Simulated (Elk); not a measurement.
**Bands of Fe in the lowest magnetic state tried**

Wanted: the exchange-split electronic structure of Fe.

Method: LDA (Perdew-Wang); all-electron APW+lo, Dirac cores, scalar-relativistic bands, in Elk 11.2.3 (patched build).

The database entry behind the starting cell differs from later determinations by our own check (an axis about 0.7 % long against later determinations), so it need not match the best structure at ambient conditions.

**1. Starting point**

Symmetry: Im-3m, No. 229, cubic system. Conventional cell: a = 2.886 Å, b = 2.886 Å, c = 2.886 Å, α = 90.00°, β = 90.00°, γ = 90.00°. Nearest to Fe lie 8 Fe at 2.50 Å.

**2. Ground-state run**

Bands and densities of states are read from a converged potential, so the magnetic state comes first.

This is the lowest of the starts that converged (ferro +).

The last three numbers of an atom's line are a seed field in its sphere. It points against the wanted moment and shrinks by the factor reducebf each loop.

File elk.in:

```
tasks
  0

xctype
  3

rgkmax
  7.0

nempty
  14

swidth
  0.002

reducebf
  0.5

epsengy
  1e-05

maxscl
  100

lmaxi
  2

spinpol
  .true.

sppath
  './'

avec
  -2.72687479783 2.72687479783 2.72687479783
  2.72687479783 -2.72687479783 2.72687479783
  2.72687479783 2.72687479783 -2.72687479783

atoms
  1
  'Fe.in'
  1
  0.0000000000 0.0000000000 0.0000000000   0.000000 0.000000 -0.140000

ngridk
  12 12 12
```

Run with:

```sh
$ OMP_NUM_THREADS=2 elk
```

Numbers of over 12 decimals in the logs are rounded to 6 here.

What it wrote:

```text
┌─────────────────────────┐
│ Elk code version 11.2.3 │
└─────────────────────────┘

All units are atomic (Hartree, Bohr, etc.)

┌─────────────────────────────────────────────────┐
│ Ground-state run starting from atomic densities │
└─────────────────────────────────────────────────┘

Lattice vectors :
  -2.726874798       2.726874798       2.726874798
   2.726874798      -2.726874798       2.726874798
   2.726874798       2.726874798      -2.726874798

Species : 1 (Fe)
 parameters loaded from : Fe.in
 name : iron
 nuclear charge    :   -26.00000000
 electronic charge :    26.00000000
 atomic mass :    101799.2075
 muffin-tin radius :    2.336542848
 number of radial points in muffin-tin :    497
 inner part over the whole radius :   0.9819233484E-02
 number on inner part of muffin-tin    :    350
 approximate nuclear radius :   0.7160107270E-04
 number of mesh points to nuclear radius :    167
 atomic positions (lattice), magnetic fields (Cartesian) :
  1 :   0.00000000  0.00000000  0.00000000    0.00000000  0.00000000 -0.14000000

Total number of atoms per unit cell :    1
Total muffin-tin volume :    53.43303687
 ratio of muffin-tin to unit cell volume :   0.6588010343

Spin treatment :
 spin-polarised
 global magnetic field (Cartesian) :    0.000000000       0.000000000       0.000000000
 collinear magnetisation in z-direction

Number of Bravais lattice symmetries :   48
Number of crystal symmetries         :   48
Crystal has inversion symmetry
Real symmetric eigensolver will be used

k-point grid :     12    12    12
k-point offset :    0.000000000       0.000000000       0.000000000
k-point set is reduced with full crystal symmetry group
Total number of k-points :       72

Muffin-tin radius times maximum |G+k| :    7.000000000
 using average radius
Maximum |G+k| for APW functions       :    2.995879150
Maximum (1/2)|G+k|²                   :    4.487645939
Maximum |G| for potential and density :    12.00000000
Constant for pseudocharge density :    7
 order of it for each species :   14
 order of it for pair densities of each species (exact exchange by exxq0 0: 14) :   10
Radial integration step length :    1

G-vector grid sizes :     20    20    20
Number of G-vectors :     2347

Maximum angular momentum used for
 APW functions            :    8
 outer part of muffin-tin :    6
 inner part of muffin-tin :    2

Number of empty states         :     14
Total number of valence states :     46
Total number of core states    :     10

Third-order local-orbitals added for an l without core states : T
Total number of local-orbitals :     23

Exchange-correlation functional :      3     0     0
 Perdew-Wang/Ceperley-Alder, Phys. Rev. B 45, 13244 (1992)
 gradient requirement :    0
 local density approximation (LDA)

Smearing type :    3
 Fermi-Dirac
Smearing width :   0.2000000000E-02
Effective electronic temperature (K) :    631.5500496

Mixing type :    3
 Broyden mixing, J. Phys. A: Math. Gen. 17, L317 (1984)

Kohn-Sham potential initialised from atomic data

┌──────────────────────────────┐
│ Self-consistent loop started │
└──────────────────────────────┘

┌─────────────────┐
│ Loop number : 1 │
└─────────────────┘

Energies :
 Fermi                       :     0.187853
 sum of occupied eigenvalues :     -737.48668739225
 electron kinetic            :      1285.1973652160
 core electron kinetic       :      1146.0662270642
 Coulomb                     :     -2502.3519467044
 Coulomb potential           :     -1952.1424001038
 nuclear-nuclear             :     -225.54407463171
 electron-nuclear            :     -2610.4618870161
 Hartree                     :      333.65401494332
 Madelung                    :     -1526.2807466525
 xc potential                :     -70.417895134146
 xc effective B-field        :    -0.112255
 external B-field            :      0.000000
 exchange                    :     -51.304217177607
 correlation                 :     -2.217950
 electron entropic           :    -0.37450635653042E-03
 total energy                :     -1270.6771231629
 (external B-field energy excluded from total)

Density of states at Fermi energy :    28.86244955
 (states/Hartree/unit cell)

Estimated indirect band gap :   0.1318542671E-03
 from k-point 12 to k-point 6
Estimated direct band gap   :   0.2601182183E-02
 at k-point 2

Charges :
 core                        :    10.00000000
 valence                     :    16.00000000
 interstitial                :    1.082552144
 muffin-tins (core leakage)
  species : 1 (Fe)
   atom 1                    :    24.91744786     ( -0.3589114955E-05)
 total in muffin-tins        :    24.91744786
 total calculated charge     :    26.00013072
 total charge                :    26.00000000
 error                       :   0.1307174861E-03

Moments :
 interstitial                :  -0.2978751156E-01
 muffin-tins
  species : 1 (Fe)
   atom 1                    :    2.407399333
 total in muffin-tins        :    2.407399333
 total moment                :    2.377611822

[... earlier loops left out ...]

┌──────────────────┐
│ Loop number : 18 │
└──────────────────┘

Energies :
 Fermi                       :     0.280984
 sum of occupied eigenvalues :     -735.57695801885
 electron kinetic            :      1287.0469777623
 core electron kinetic       :      1146.2843478212
 Coulomb                     :     -2503.9630457913
 Coulomb potential           :     -1951.5986370139
 nuclear-nuclear             :     -225.54407463171
 electron-nuclear            :     -2614.2431821010
 Hartree                     :      335.82421094141
 Madelung                    :     -1528.1637272843
 xc potential                :     -70.921381938645
 xc effective B-field        :    -0.103917
 external B-field            :      0.000000
 exchange                    :     -51.434401268014
 correlation                 :     -2.222521
 electron entropic           :    -0.36080105556454E-03
 total energy                :     -1270.5733512115
 (external B-field energy excluded from total)

Density of states at Fermi energy :    28.70308569
 (states/Hartree/unit cell)

Estimated indirect band gap :   0.8355396858E-03
 from k-point 40 to k-point 55
Estimated direct band gap   :   0.4767654693E-02
 at k-point 61

Charges :
 core                        :    10.00000000
 valence                     :    16.00000000
 interstitial                :    1.031231485
 muffin-tins (core leakage)
  species : 1 (Fe)
   atom 1                    :    24.96876852     ( -0.3589114829E-05)
 total in muffin-tins        :    24.96876852
 total calculated charge     :    26.00012549
 total charge                :    26.00000000
 error                       :   0.1254880448E-03

Moments :
 interstitial                :  -0.3018292389E-01
 muffin-tins
  species : 1 (Fe)
   atom 1                    :    2.309778228
 total in muffin-tins        :    2.309778228
 total moment                :    2.279595304

┌──────────────────────────────┐
│ Self-consistent loop stopped │
└──────────────────────────────┘

Wrote STATE.OUT
```

Run time: 14 s. Hardware: 2 threads of Arm Neoverse V2, shared host; peak memory 0.05 GiB.

This step gave:

```yaml
density_of_states_at_the_fermi_level: 1.055 states/eV/cell
moment_between_the_spheres: -0.03018 μB
magnetization: 2.280 μB
final_state: ferromagnetic
largest_moment: 2.310 μB
```

**3. Bands and density of states**

The potential is kept. Point names follow a standard table for this cell's lattice and can differ from other conventions. The density of states is interpolated from the levels on the mesh (so its value at the Fermi level can differ from the smeared one of the ground-state run), and the bands are solved anew along a path of special points.

File elk.in:

```
tasks
  10
  20
  15
  33
  73

xctype
  3

rgkmax
  7.0

nempty
  14

swidth
  0.002

reducebf
  0.5

epsengy
  1e-05

maxscl
  100

lmaxi
  2

spinpol
  .true.

sppath
  './'

avec
  -2.72687479783 2.72687479783 2.72687479783
  2.72687479783 -2.72687479783 2.72687479783
  2.72687479783 2.72687479783 -2.72687479783

atoms
  1
  'Fe.in'
  1
  0.0000000000 0.0000000000 0.0000000000   0.000000 0.000000 -0.000140

ngridk
  12 12 12

wplot
  300 60 1
  -0.35000 0.25000

plot1d
  7 84
  0.00000000 0.00000000 0.00000000
  0.50000000 -0.50000000 0.50000000
  0.00000000 0.00000000 0.50000000
  0.00000000 0.00000000 0.00000000
  0.25000000 0.25000000 0.25000000
  0.50000000 -0.50000000 0.50000000
  0.25000000 0.25000000 0.25000000

plot3d
  0 0 0
  1 0 0
  0 1 0
  0 0 1
  13 13 13
```

Run with:

```sh
$ OMP_NUM_THREADS=2 elk
```

What it wrote:

```text
┌─────────────────────────────────┐
│ Elk code version 11.2.3 started │
└─────────────────────────────────┘

┌───────────────────┐
│ Current task : 10 │
└───────────────────┘
Info(checkmt): changed muffin-tin radius of species 1 (Fe) from   2.4000 to   2.3365

Info(writedos):
 Total density of states written to TDOS.OUT

 Partial density of states written to PDOS_Sss_Aaaaa.OUT
 for all species and atoms

 Spin-quantisation axis :    0.000000000       0.000000000       1.000000000

 Eigenvalues of a random matrix symmetrised with the site
 symmetries in the Yₗₘ basis written to ELMIREP.OUT for all
 species and atoms. Degenerate eigenvalues correspond to
 irreducible representations of each site symmetry group

 Interstitial density of states written to IDOS.OUT

 Fermi energy is at zero in plots

 DOS units are states/Hartree/unit cell

┌───────────────────┐
│ Current task : 20 │
└───────────────────┘

Info(bandstr):
 Band structure plot written to BAND.OUT

 Fermi energy is at zero in plot

 Vertex location lines written to BANDLINES.OUT

┌───────────────────┐
│ Current task : 15 │
└───────────────────┘

Info(writelsj):
 muffin-tin L, S and J expectation values written to LSJ.OUT

┌───────────────────┐
│ Current task : 33 │
└───────────────────┘

Info(rhoplot): 3D density plot written to RHO3D.OUT

┌───────────────────┐
│ Current task : 73 │
└───────────────────┘

Info(vecplot):
 3D magnetisation density written to MAG3D.OUT

┌──────────────────┐
│ Elk code stopped │
└──────────────────┘
```

Run time: 7.7 s. Hardware: 2 threads; peak memory 0.07 GiB; 15 s of CPU time.

Electronic bands along the path, in eV, zero at the Fermi level; # counts the bands kept:

```tsv
point	up #3	up #4	up #5	up #6	down #2	down #3	down #4	down #5
Γ	-2.25	-2.25	-0.99	-0.99	-0.28	-0.28	-0.28	1.44
halfway	-1.82	-1.82	-1.13	0.14	-0.77	0.09	0.09	0.95
H	0.02	0.02	0.02	9.31	-2.85	2.25	2.25	2.25
halfway	-1.89	-1.30	0.15	4.77	-1.86	0.02	0.70	2.40
N	-0.98	-0.80	0.29	0.32	-1.48	0.69	1.36	1.69
halfway	-2.37	-1.17	-1.09	-0.92	-0.90	-0.59	0.99	1.17
Γ	-2.25	-2.25	-0.99	-0.99	-0.28	-0.28	-0.28	1.44
halfway	-2.96	-0.98	-0.98	-0.04	-1.17	-1.16	1.44	1.44
P	-3.15	-0.79	-0.79	8.13	-1.64	-1.64	1.72	1.72
halfway	-2.97	-0.59	-0.59	6.63	-1.73	-1.28	1.58	1.58
H	0.02	0.02	0.02	9.31	-2.85	2.25	2.25	2.25
0.53 of the way	-3.13	-0.62	-0.62	6.52	-1.64	-1.47	1.58	1.58
P	-3.15	-0.79	-0.79	8.13	-1.64	-1.64	1.72	1.72
```

The density of states has structure finer than the step of the table below, so its rows give means over 1 eV, whole bins alone (the curve runs from -9.52 to 6.75 eV). Peaks (eV: height): up -4.0: 1.12, -3.2: 1.98, -2.4: 1.85, -0.8: 2.35; down -2.4: 0.748, -1.4: 1.42, -0.7: 1.51, 1.7: 2.52; Fe1 d up -4.0: 0.799, -3.2: 1.71, -2.4: 1.55, -0.8: 2.28; Fe1 d down -2.4: 0.496, -1.4: 1.14, -0.7: 1.18, 1.7: 2.44.

The density of states by energy, zero at the Fermi level; means over each step; values in states/eV/cell:

```tsv
energy (eV)	up	down	Fe1 d up	Fe1 d down
-9	0	0	0	0
-8	0.0148	0.00433	4.6e-5	0
-7	0.0464	0.0339	0.00105	2.5e-4
-6	0.0805	0.0588	0.00747	0.00183
-5	0.231	0.0899	0.0891	0.00822
-4	0.718	0.162	0.500	0.0396
-3	1.14	0.436	0.965	0.232
-2	0.798	0.551	0.665	0.402
-1	1.68	1.30	1.60	1.02
0	0.604	0.398	0.553	0.323
1	0.164	1.09	0.0999	1.03
2	0.151	1.20	0.0748	1.14
3	0.131	0.217	0.0548	0.166
4	0.108	0.169	0.0395	0.104
5	0.0783	0.135	0.0251	0.0696
6	0.0354	0.0970	0.00917	0.0423
```

**4. What came out**

```
state          : ferromagnetic
largest moment : 2.31 μB
```

What this shows: Right at the Fermi level (the table gives means over its steps) the density of states is 0.77 states/eV a cell for spin up and 0.26 for spin down. Within the window shown, the centres of the Fe1 d states of the two spins lie 2.1 eV apart, a rough measure of the splitting of the spins. The state is the lowest of the starts that converged. These are Kohn–Sham levels without spin–orbit coupling.

[Logs and program files are shortened in this print: banners, set-up blocks, solver, clock and traceback lines can be left out without a mark of their own.]

[Logs are printed without paths, hosts, clocks, repeated set-up lines and the standing remarks that a program may print on its own settings, such as how far it seeks lower states.]

[Hosts, paths, dates, database ids (printed as entryN), source tags and the programs' standing remarks are cut or masked in the printed files.]

[Where a cell is said to come from a database of computed structures, the database is the Materials Project.]
